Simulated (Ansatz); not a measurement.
# How well the gap of GeH6CBr3N (CH3NH3GeBr3) can be computed

Wanted: the gap of GeH6CBr3N (CH3NH3GeBr3) by functionals, hybrids and G0W0, carried to the basis limit, with what remains uncertain.

Program: Ansatz 0.2.0. Level of theory: density functionals, hybrids, G0W0, plane waves, PAW. Results are calculated unless marked as measured.

The structure was built from a prototype and need not be the compound's stable phase.

In doubt: the program warns that the response may not be converged on this k-mesh (step 5), which bears on dielectric and field responses.

## 1. The structure

The cell holds 12 atoms: 1 C, 1 N, 6 H, 1 Ge and 3 Br. Cell: a = 5.561 Å, b = 5.656 Å, c = 5.550 Å, α = 91.0°, β = 90.0°, γ = 82.5°.

The structure was relaxed with PBEsol-D3(BJ). The runs that relaxed it are not among those shown. The default PAW set here is soft_2. Its files were made with PBE.

## 2. PBEsol bands

The cheap functional maps the bands first; the places of the edges decide which points the dearer methods must see.

This step: DFT, PBEsol, plane waves, PAW.

Contents of input.yaml:

```yaml
crystal:
  lattice:
    - [5.5491456038, 0.3690801251, 0.0019814122]
    - [0.3690801251, 5.6436113835, -0.0495487783]
    - [0.0019814122, -0.0495487783, 5.5496881284]
  atoms:
    - { symbol: C, position: [0.9285284086, 0.9118907512, 1.0034534507] }
    - { symbol: "N", position: [0.0831890171, 0.1048511975, -0.0030436593] }
    - { symbol: H, position: [1.0461709627, 0.7402467279, 1.005384829] }
    - { symbol: H, position: [0.1931807646, 1.0898222514, 0.8435747825] }
    - { symbol: H, position: [0.8127927411, -0.0781405628, 0.8427623118] }
    - { symbol: H, position: [-0.0230126089, 0.2699994338, -0.0052505469] }
    - { symbol: H, position: [0.8160787674, -0.0660614239, 0.1669512405] }
    - { symbol: H, position: [0.195510254, 1.1009130436, 0.1477181839] }
    - { symbol: Ge, position: [0.5126670865, 0.5108398649, 0.4790207983] }
    - { symbol: Br, position: [0.5190946355, 0.474484955, 0.0186309937] }
    - { symbol: Br, position: [0.4386024672, -0.0291984139, 0.4964633399] }
    - { symbol: Br, position: [-0.0332494532, 0.4695164188, 0.5040208673] }
kpoints:
  mp_grid: { grid: [4, 4, 4] }
  band_path:
    path:
      - [[0.0, 0.0, 0.0], [0.5, 0.0, 0.0], [0.5, 0.5, 0.0], [0.0, 0.0, 0.0], [0.5, 0.5, 0.5], [0.5, 0.0, 0.0]]
      - [[0.5, 0.5, 0.0], [0.5, 0.5, 0.5]]
    npoints: 10
hamiltonian:
  xc: pbesol
scf:
  occupations: { method: fermi_dirac, width: 0.02 }
  n_extra_bands: 8
output:
  eigenvalues: true
  write_density: true
  write_potential: true
  elf: true
  volumetric_format: npy
```

Command:

```sh
$ ansatz run input.yaml --threads 3 --pin off --max-ram 92160MiB --backend cuda --events-out ev --progress --plain --runs-dir out --devices 1 --max-vram 13GiB  # rebuilt from the run's record
```

Numbers of over 12 decimals in the logs are rounded to 6 here.

What it wrote:

```text
scf.n_extra_bands = 8 over 25 filled bands (N_el = 50.0): the run solves 33 bands
GPUs: using 1 of 1 available (devices: 1).
Engine: ansatz 0.2.0, x86_64-unknown-linux-gnu
Pseudopotentials: kind: paw
Pseudopotential: C, paw, valence charge 4, recommended cutoff 420 eV (normal), C.paw.azcp
Pseudopotential: N, paw, valence charge 5, recommended cutoff 420 eV (normal), N.paw.azcp
Pseudopotential: H, paw, valence charge 1, recommended cutoff 420 eV (normal), H.paw.azcp
Pseudopotential: Ge, paw, valence charge 14, recommended cutoff 420 eV (normal), Ge.paw.azcp
Pseudopotential: Br, paw, valence charge 7, recommended cutoff 420 eV (normal), Br.paw.azcp
Functional definition: PBEsol
  exchange = pbesol_x
  correlation = pbesol_c
device memory: the entry about to start is reckoned to put 3.2 GiB on a device that reports 62.4 GiB free (of which the cap on the GPU budget leaves the run 13.0 GiB)
GPU FFT provider: cuFFT
GPU libraries: cuBLAS 13.8.2, cuFFT 12.4.0, cuSOLVER 12.3.4
Crystal: 12 atoms, lattice volume = 173.031 Å³
Basis set: ecut = 420 eV, 3387 PW (Γ)
Bands: 33, of which v1, the nominal top of the filled ones, is band 25 counted from 1 (24 counted from 0)
Symmetry: 1 space group operations
Space group: P1 (ITA 1), of the structure as read, at distance tolerance 5.6e-5 Å
k-points: 36 of 64 (time reversal used)
Non-local potential: C, projectors of the file, l = 0: 2, l = 1: 2, l = 2: 1
Non-local potential: N, projectors of the file, l = 0: 2, l = 1: 2, l = 2: 1
Non-local potential: H, projectors of the file, l = 0: 2, l = 1: 1
Non-local potential: Ge, projectors of the file, l = 0: 2, l = 1: 2, l = 2: 3, l = 3: 1
Non-local potential: Br, projectors of the file, l = 0: 2, l = 1: 2, l = 2: 2
PAW form: soft (Blöchl's): semilocal exchange-correlation on the pseudo side does not see the compensation charge
PAW frozen core: C, regenerated for the run's functional, and the local potential with it (the file was generated under x = pbe(κ = 0.804, μ = 0.219515), c = pbe(β = 0.066725))
PAW frozen core: N, regenerated for the run's functional, and the local potential with it (the file was generated under x = pbe(κ = 0.804, μ = 0.219515), c = pbe(β = 0.066725))
PAW frozen core: Ge, regenerated for the run's functional, and the local potential with it (the file was generated under x = pbe(κ = 0.804, μ = 0.219515), c = pbe(β = 0.066725))
PAW frozen core: Br, regenerated for the run's functional, and the local potential with it (the file was generated under x = pbe(κ = 0.804, μ = 0.219515), c = pbe(β = 0.066725))
PAW one-centre angular grid: C, 110 points (default); XC on 64 Gauss nodes
PAW one-centre angular grid: N, 110 points (default); XC on 64 Gauss nodes
PAW one-centre angular grid: H, 110 points (default); XC on 64 Gauss nodes
PAW one-centre angular grid: Ge, 590 points (default); XC on 64 Gauss nodes
PAW one-centre angular grid: Br, 110 points (default); XC on 64 Gauss nodes
Initial density: superposition of atomic densities (neutral atoms: chi_scale 0, normalization atom), corrected by the library's trained network
Initial wavefunctions: pseudopotential atomic-orbital guess
GPU buffer pool allocated for 64000 grid points (all kernels)
GPU transforms: local potential and band sums: pruned to the plane-wave sphere, on 40×40×40
Functional: x = pbesol(κ = 0.804, μ = 0.123457), c = pbesol(β = 0.046)
SCF iter   1: F=—  HF=-13187.333278 eV  |F-HF|=—  |Δ(HF+E_count)|=         —  Δρ=3.91e-3  dr2=2.03e-2  ethr=1.77e-3  ⟨swp⟩=7.2  Hψ=6117  notcnv=0  defer=2
preconditioner: auto → Resta (q_TF=auto, 2.218 Å⁻¹)  ε∞=3.3  [insulator: Δε(μ)=1.033 eV  Ē_g=11.585 eV  σ=0.020 eV  W_gap=1.00  n_scr=26 (ndim 8)  ℏωp=17.4 eV  f_vac=0.035  D(μ)=0.00/eV (n_scr^D=0)  ε∞_Penn≈3.3]
SCF iter   2: F=—  HF=-13187.330529 eV  |F-HF|=—  |Δ(HF+E_count)|=   2.75e-3  Δρ=2.01e-3  dr2=5.48e-3  ethr=4.06e-5  ⟨swp⟩=2.2  Hψ=2213  notcnv=0  defer=111
SCF iter   3: F=—  HF=-13187.330142 eV  |F-HF|=—  |Δ(HF+E_count)|=   3.88e-4  Δρ=4.70e-4  dr2=4.47e-4  ethr=1.10e-5  ⟨swp⟩=2.0  Hψ=1820  notcnv=0  defer=111
SCF iter   4: F=—  HF=-13187.330103 eV  |F-HF|=—  |Δ(HF+E_count)|=   3.87e-5  Δρ=1.57e-4  dr2=5.50e-5  ethr=8.95e-7  ⟨swp⟩=2.0  Hψ=1841  notcnv=0  defer=111
SCF iter   5: F=—  HF=-13187.330074 eV  |F-HF|=—  |Δ(HF+E_count)|=   2.88e-5  Δρ=6.61e-5  dr2=9.76e-6  ethr=1.10e-7  ⟨swp⟩=2.0  Hψ=1977  notcnv=0  defer=111
SCF iter   6: F=—  HF=-13187.330086 eV  |F-HF|=—  |Δ(HF+E_count)|=   1.20e-5  Δρ=1.87e-5  dr2=7.60e-7  ethr=1.95e-8  ⟨swp⟩=2.0  Hψ=1977  notcnv=0  defer=111
SCF iter   7: F=—  HF=-13187.330087 eV  |F-HF|=—  |Δ(HF+E_count)|=   1.03e-6  Δρ=6.93e-6  dr2=1.31e-7  ethr=2.00e-10  ⟨swp⟩=9.3  Hψ=4806  notcnv=0
SCF iter   8: F=-13187.330087 eV  HF=-13187.330087 eV  |F-HF|=7.58e-9  |Δ(HF+E_count)|=   1.27e-7  Δρ=4.10e-6  dr2=2.76e-8  ethr=2.00e-10  ⟨swp⟩=3.9  Hψ=2884  notcnv=0
SCF 1 converged in 8 iterations: F = -13187.330087 eV  dr2 = 2.76e-8
[...]
device memory: the entry about to start is reckoned to put 2.1 GiB on a device that reports 57.2 GiB free (of which the cap on the GPU budget leaves the run 13.0 GiB)
NSCF: frozen V_eff on 62 k-points
SCF converged after 8 iterations
Free energy (F): -13187.330087 eV
Harris-Foulkes:  -13187.330087 eV  (|F-HF|=7.58e-9)
Internal energy: -13187.330087 eV  (E = F + TS)
E sigma→0 (E₀):  -13187.330087 eV
Fermi energy:    4.115192 eV
--- Per-component energies (eV) ---
  E_band       = -371.355481
  E_kinetic    = 813.909400
  E_local      = -4294.910721  (includes V_loc(G=0)·N_el)
  E_nonlocal   = 709.817394
  E_hartree    = 1672.591805
  E_xc         = -1017.735697
  E_vxc        = -577.487148  (∫ρ·V_xc dr)
  E_paw        = -8803.570224  (= ΣΔE_a)
  E_vpaw       = -367.865383  (= ΣTr[D̂ρ^β])
  E_aug_tail   = -0.007175  (compensation charges beyond the density's cutoff)
  E_ewald      = -2268.668815
  E_core_change = 1.243947  (= ΣΔE_core)
  E_smearing   = -0.000000  (= −TS)
  E_closure    = 0.000000  (closes the sum)
  Σ components = -13187.330087   (vs F -13187.330087, Δ=0.00e0)
--- Band table (eV; the first three rows and the last of 36) ---
  k-point 0: bands = [... 21 lower, 1.2009, 1.2363, 1.3346, 1.5756, 6.9142, 7.5589, 8.0718, 8.3030, ... 4 higher]
  k-point 1: bands = [... 21 lower, 1.0271, 1.1233, 1.5193, 1.5490, 7.1455, 7.4554, 7.5413, 8.3689, ... 4 higher]
  k-point 2: bands = [... 21 lower, 1.0358, 1.3479, 1.4887, 2.0166, 5.5437, 7.4172, 8.4372, 8.5364, ... 4 higher]
  k-point 35: bands = [... 21 lower, 1.4919, 1.7498, 1.7682, 3.5971, 4.6333, 4.7744, 5.0306, 8.1260, ... 4 higher]
```

Wall time 17 s (1 × NVIDIA H100 80GB HBM3 (shared by 6 runs) with 3 threads of AMD EPYC 7R13 (Zen 3), shared host); peak memory 1 GiB.

This step gave:

```
filled bands         : 25
gap                  : 1.036 eV
valence top at       : R
conduction bottom at : R
least direct gap     : 1.036 eV
```

The gap is direct, at (0.500, 0.500, 0.500).

Electronic bands along the path, in eV, zero at the top of the highest nominally filled band:

```csv
point,band 22,band 23,band 24,band 25,band 26,band 27,band 28,band 29
Γ,-2.40,-2.36,-2.26,-2.02,3.32,3.96,4.47,4.71
halfway,-2.46,-2.40,-2.30,-2.07,3.63,3.86,4.23,4.72
X,-2.64,-2.42,-2.33,-1.43,2.12,4.21,4.42,4.79
halfway,-2.51,-2.42,-2.11,-1.23,1.88,3.20,4.47,4.67
M,-2.58,-2.51,-1.76,-0.81,1.55,1.87,4.59,4.65
halfway,-2.46,-2.39,-1.98,-1.88,3.05,3.51,3.77,4.61
Γ,-2.40,-2.36,-2.26,-2.02,3.32,3.96,4.47,4.71
halfway,-2.46,-2.28,-1.96,-1.76,2.83,3.33,3.39,4.28
R,-2.11,-1.85,-1.83,0.00,1.04,1.18,1.43,4.53
halfway,-2.37,-2.19,-2.10,-1.08,1.69,2.93,3.32,4.79
X,-2.64,-2.42,-2.33,-1.43,2.12,4.21,4.42,4.79
jump to M,-2.58,-2.51,-1.76,-0.81,1.55,1.87,4.59,4.65
halfway,-2.30,-2.12,-1.79,-0.63,1.31,1.64,3.11,4.65
R,-2.11,-1.85,-1.83,0.00,1.04,1.18,1.43,4.53
```

ELF in the ab plane at fractional z = 0.003, with atoms of C and N and H and Br within 0.2 Å of it. It is the smooth field of the valence electrons, not physical close to the nuclei.

Ten even steps from '_' (0.03 × 1e-1) to '@' (9.96 × 1e-1), each cell a mean:
```
****==::..__________::++**--..
**++::______________..==**::::
@@@@**..____....______::--++##
@@@@%%..__::++++==::____..==@@
@@@@**..::**%%%%%%**--____::%%
##**::..==%%%%%%%%%%##--____--
______::**%%##--==%%%%**::____
______--##%%**____++%%##--____
::____::**%%%%--::**%%##::__::
%%==____--##%%%%%%%%%%++..--%%
@@##--____==##%%%%%%##--__**@@
@@##++--____--****++--____++@@
**--++**::____..::..______::##
**..++##==____________..::--**
@@##****--__________::==++==**
```
Columns run along a (5.6 Å), rows up along b (5.7 Å). Atoms in or near the plane, at fractional coordinates: C at (0.93, 0.91), N at (0.08, 0.10), H at (0.05, 0.74), H at (0.98, 0.27), Br at (0.52, 0.47).

Electrostatic potential energy in the ab plane at fractional z = 0.003, with atoms of C and N and H and Br within 0.2 Å of it. With pseudopotentials it is smooth inside the atoms' cores, unlike the true potential.

Ten even steps from '_' (-68 eV) to '@' (8 eV), each cell a mean:
```
++%%@@@@@@@@@@@@@@@@@@@@**..__
==%%@@@@@@@@@@@@@@@@@@@@##..__
**%%@@@@@@@@@@@@@@@@@@@@%%**++
==++@@@@@@@@@@@@@@@@@@@@@@@@%%
####@@@@@@@@@@@@@@@@@@@@@@@@@@
@@@@@@@@@@@@##++**%%@@@@@@@@@@
@@@@@@@@@@%%--__..==%%@@@@@@@@
@@@@@@@@@@##::____..##@@@@@@@@
@@@@@@@@@@%%==____::##@@@@@@@@
%%@@@@@@@@@@%%++==**%%@@@@@@##
==%%@@@@@@@@@@@@%%@@@@@@@@%%==
==**%%@@@@@@@@@@@@@@@@@@@@@@**
--..==%%@@@@@@@@@@@@@@@@@@@@%%
::__::##@@@@@@@@@@@@@@@@@@@@##
**==++%%@@@@@@@@@@@@@@@@%%****
```
Columns run along a (5.6 Å; values clipped at the 3rd and 97th percentile), rows up along b (5.7 Å). Atoms in or near the plane, at fractional coordinates: C at (0.93, 0.91), N at (0.08, 0.10), H at (0.05, 0.74), H at (0.98, 0.27), Br at (0.52, 0.47).

## 3. PBEsol+SOC

The many-body steps leave out spin-orbit coupling, so its effect is taken from a two-component run, with twice the bands.

This step: DFT, PBEsol with spin-orbit coupling, plane waves, PAW.

Edit input.yaml of step 2 so:

```diff
@@ -21,6 +21,4 @@
   band_path:
-    path:
-      - [[0.0, 0.0, 0.0], [0.5, 0.0, 0.0], [0.5, 0.5, 0.0], [0.0, 0.0, 0.0], [0.5, 0.5, 0.5], [0.5, 0.0, 0.0]]
-      - [[0.5, 0.5, 0.0], [0.5, 0.5, 0.5]]
-    npoints: 10
+    path: [[0.0, 0.0, 0.0], [0.5, 0.0, 0.0], [0.5, 0.5, 0.0], [0.5, 0.5, 0.5]]
+    npoints: 1
 hamiltonian:
@@ -29,8 +27,7 @@
   occupations: { method: fermi_dirac, width: 0.02 }
-  n_extra_bands: 8
+  n_extra_bands: 16
+magnetization:
+  noncollinear: true
+  spin_orbit: true
 output:
   eigenvalues: true
-  write_density: true
-  write_potential: true
-  elf: true
-  volumetric_format: npy
```

What it wrote:

```text
[...]
GPUs: using 1 of 1 available (devices: 1).
[...]
non-collinear run that drives no moment, with spin-orbit: no starting moment large enough to seed its density (crystal.atoms[].spin), no starting occupations that ask for one, no magnetisation constraint and no magnetic field, so the semilocal B_xc is pinned to zero
[...]
GPU FFT provider: cuFFT
[...]
k-point 0: bands = [... 46 lower, 1.4246, 1.4246, 1.6548, 1.6548, 6.9132, 6.9132, 7.5570, 7.5570, ... 12 higher]
  k-point 1: bands = [... 46 lower, 1.4063, 1.5489, 1.6475, 1.6751, 7.1099, 7.1773, 7.4315, 7.4683, ... 12 higher]
  k-point 2: bands = [... 46 lower, 1.5427, 1.5427, 2.0468, 2.0468, 5.5458, 5.5458, 7.4183, 7.4183, ... 12 higher]
  k-point 35: bands = [... 46 lower, 1.8662, 1.8662, 3.6161, 3.6161, 4.6080, 4.6080, 4.7952, 4.7952, ... 12 higher]
[key lines of the parts left out:]
SCF converged after 10 iterations
Magnetization: |M| = 0.0000 μB,  M = (+0.0000, +0.0000, +0.0000) μB
Free energy (F): -13188.479798 eV
Fermi energy:    4.112062 eV
```

Run time: 11 s. Hardware: 1 × NVIDIA H100 80GB HBM3 (shared by 6 runs) with 3 threads; peak memory 1 GiB; 9.1 s of CPU time.

Numbers from this step:

```
gap                  : 0.9919 eV
valence top at       : R
conduction bottom at : R
least direct gap     : 0.9919 eV
```

The gap stands −0.04 eV against PBEsol.

## 4. HSE06

HSE06 mixes in a quarter of exact exchange at short range. Exchange couples all pairs of k points, which makes a full band path dear, so levels are read on the mesh and at chosen points.

This step: DFT, HSE06, plane waves, PAW.

Edit input.yaml of step 3 so:

```diff
@@ -24,9 +24,6 @@
 hamiltonian:
-  xc: pbesol
+  xc: hse06
 scf:
-  occupations: { method: fermi_dirac, width: 0.02 }
-  n_extra_bands: 16
-magnetization:
-  noncollinear: true
-  spin_orbit: true
+  occupations: { method: fixed }
+  n_extra_bands: 8
 output:
```

What it wrote:

```text
[...]
GPUs: using 1 of 1 available (devices: 1).
[...]
davidson cushion auto → on  (no smearing: the cushion is to keep the highest requested band from converging to the state above it; pin scf.eigensolver.cushion to override)
[...]
GPU FFT provider: cuFFT
GPU libraries: cuBLAS 13.8.2, cuFFT 12.4.0, cuSOLVER 12.3.4
Crystal: 12 atoms, lattice volume = 173.031 Å³
Basis set: ecut = 420 eV, 3387 PW (Γ)
[...]
E sigma→0 (E₀):  -13386.395802 eV
Fermi energy:    3.376933 eV
[...]
--- Band table (eV; the first three rows and the last of 36) ---
  k-point 0: bands = [... 21 lower, 0.4372, 0.5008, 0.5972, 0.8514, 7.5297, 8.1856, 8.6704, 8.9151, ... 4 higher]
  k-point 1: bands = [... 21 lower, 0.2678, 0.3772, 0.8034, 0.8831, 7.7184, 8.0406, 8.2008, 9.0020, ... 4 higher]
  k-point 2: bands = [... 21 lower, 0.2478, 0.5803, 0.7615, 1.5595, 5.9916, 8.0123, 9.1102, 9.2243, ... 4 higher]
  k-point 35: bands = [... 21 lower, 0.7474, 1.0130, 1.0396, 3.3769, 5.0461, 5.1901, 5.4665, 8.7808, ... 4 higher]
[key lines of the parts left out:]
Free energy (F): -13386.395802 eV
```

Run time: 37 s. Hardware: 1 × NVIDIA H100 80GB HBM3 (shared by 6 runs) with 3 threads; peak memory 1.7 GiB.

Numbers from this step:

| Quantity | Value |
| --- | --- |
| gap | 1.669 eV |
| valence top at | R |
| conduction bottom at | R |
| least direct gap | 1.669 eV |

The gap stands +0.63 eV against PBEsol.

## 5. Dielectric tensor

ε∞ sets how strongly the crystal screens. Perturbation theory gives it with local fields and without a sum over empty bands.

This step: dielectric response by perturbation theory, PBEsol, plane waves, PAW.

Edit input.yaml of step 4 so:

```diff
@@ -20,11 +20,6 @@
   mp_grid: { grid: [4, 4, 4] }
-  band_path:
-    path: [[0.0, 0.0, 0.0], [0.5, 0.0, 0.0], [0.5, 0.5, 0.0], [0.5, 0.5, 0.5]]
-    npoints: 1
 hamiltonian:
-  xc: hse06
+  xc: pbesol
 scf:
   occupations: { method: fixed }
-  n_extra_bands: 8
-output:
-  eigenvalues: true
+dielectric: {}
```

What it wrote:

```text
GPUs: using 1 of 1 available (devices: 1).
[...]
GPU FFT provider: cuFFT
GPU libraries: cuBLAS 13.8.2, cuFFT 12.4.0, cuSOLVER 12.3.4
Crystal: 12 atoms, lattice volume = 173.031 Å³
Basis set: ecut = 420 eV, 3387 PW (Γ), exchange–correlation on 80×80×80 points (8 copies of the dense FFT grid, shifted against one another)
Bands: 37, of which v1, the nominal top of the filled ones, is band 25 counted from 1 (24 counted from 0)
Symmetry: 1 space group operations
k-points: 36 of 64 (time reversal used)
[...]
GPU buffer pool allocated for 64000 grid points (all kernels)
[...]
SCF iter   1: F=—  HF=-13187.333446 eV  |F-HF|=—  |Δ(HF+E_count)|=         —  Δρ=3.92e-3  dr2=2.05e-2  ethr=1.77e-3  ⟨swp⟩=5.8  Hψ=5152  notcnv=0  defer=358
[...]
SCF iter  11: F=-13187.329904 eV  HF=-13187.329904 eV  |F-HF|=5.46e-12  |Δ(HF+E_count)|=  5.28e-11  Δρ=5.07e-8  dr2=5.21e-12  ethr=1.00e-12  ⟨swp⟩=11.9  Hψ=6696  notcnv=0
SCF 1 converged in 11 iterations: F = -13187.329904 eV  dr2 = 5.21e-12
[...]
the response reads at least the filled bands of the reference SCF and the lowest empty band at each k-point, and that SCF's band table does not vouch for those bands. The notice of the band table in this run's record says why
[...]
DFPT response loops at Γ: preconditioner auto → Resta (q_TF=auto, 2.218 Å⁻¹)  ε∞=7.6 (no band partly filled); β = 1.00, the filter's whole step (`scf.mixing.beta` (0.50) is not read by the response loops at its default; to damp them type it under 1.00, their step now; it binds the ground state too); Broyden in place of MSR1
[...]
--- Band table (eV; the first three rows and the last of 36) ---
  k-point 0: bands = [... 21 lower, 1.2009, 1.2363, 1.3345, 1.5755, 6.9138, 7.5589, 8.0711, 8.3030, ... 8 higher]
  k-point 1: bands = [... 21 lower, 1.0271, 1.1233, 1.5193, 1.5489, 7.1455, 7.4551, 7.5411, 8.3684, ... 8 higher]
  k-point 2: bands = [... 21 lower, 1.0358, 1.3478, 1.4886, 2.0165, 5.5437, 7.4171, 8.4369, 8.5360, ... 8 higher]
  k-point 35: bands = [... 21 lower, 1.4919, 1.7498, 1.7681, 3.5970, 4.6332, 4.7744, 5.0306, 8.1260, ... 8 higher]
--- Dielectric response (ions clamped): 3 representative field directions + reference, inside a basis on a mesh of 512 k-points (Σ response iterations 18) ---
  ε∞ (high-frequency dielectric tensor):
        5.604272     0.048495     0.037666
        0.048495     5.322394     0.004649
        0.037666     0.004649     5.918655
  Born effective charges Z* (e; rows j = field, columns β = displacement):
    site 0:
         0.14458    0.28074   -0.01813
         0.28138    0.29580   -0.01686
        -0.00940   -0.01982   -0.05632
    site 1:
        -0.76159    0.08628    0.03985
         0.10176   -0.53223    0.01219
[...]
site 2:
[...]
site 3:
[...]
site 4:
[...]
site 5:
[...]
site 6:
[...]
site 7:
[...]
site 8:
[...]
site 9:
[...]
site 10:
[...]
0.03230   -0.05293   -0.77089
    site 11:
        -3.69777    0.01514   -0.07622
         0.12711   -0.42106    0.00029
        -0.15584   -0.00248   -0.63740
  Z* charge neutrality: 1.063e-2 e pre-enforcement
  solved inside a basis spanned on kpoints, on 8×8×8 k-points transformed towards the longest dipole, which do not settle them: ε∞ is read to err by 6.2e-2, Z* by 1.3e-1 e (field_mesh: kpoints solves on kpoints); Z* is corrected for what the basis lacks
[key lines of the parts left out:]
SCF converged after 11 iterations
Free energy (F): -13187.329904 eV
Fermi energy:    3.597042 eV
```

Wall time 96 s (1 × NVIDIA H100 80GB HBM3 (shared by 6 runs) with 3 threads); peak memory 6.7 GiB.

Numbers from this step:

```yaml
stated_error_of_eps_infinity: 0.062
```

One over ε∞ averages 0.18, somewhat under the quarter of exact exchange in PBE0.

High-frequency dielectric tensor:

```
5.60 0.05 0.04
0.05 5.32 0.00
0.04 0.00 5.92
```

[end of part 1 of 2]

[Paths, hosts, dates, memory and timing lines, banners, echoed tables and standing remarks are left out of the program output.]

[Logs are printed without paths, hosts, clocks, repeated set-up lines and the standing remarks that a program may print on its own settings, such as how far it seeks lower states.]

[Runs of the session that timed out or met a known fault of the program may be left out.]

[Cells called generated may have been cut or substituted from an entry of the Crystallography Open Database or the Materials Project.]

[Hosts, paths, dates, database ids (printed as entryN), source tags and the programs' standing remarks are cut or masked in the printed files.]
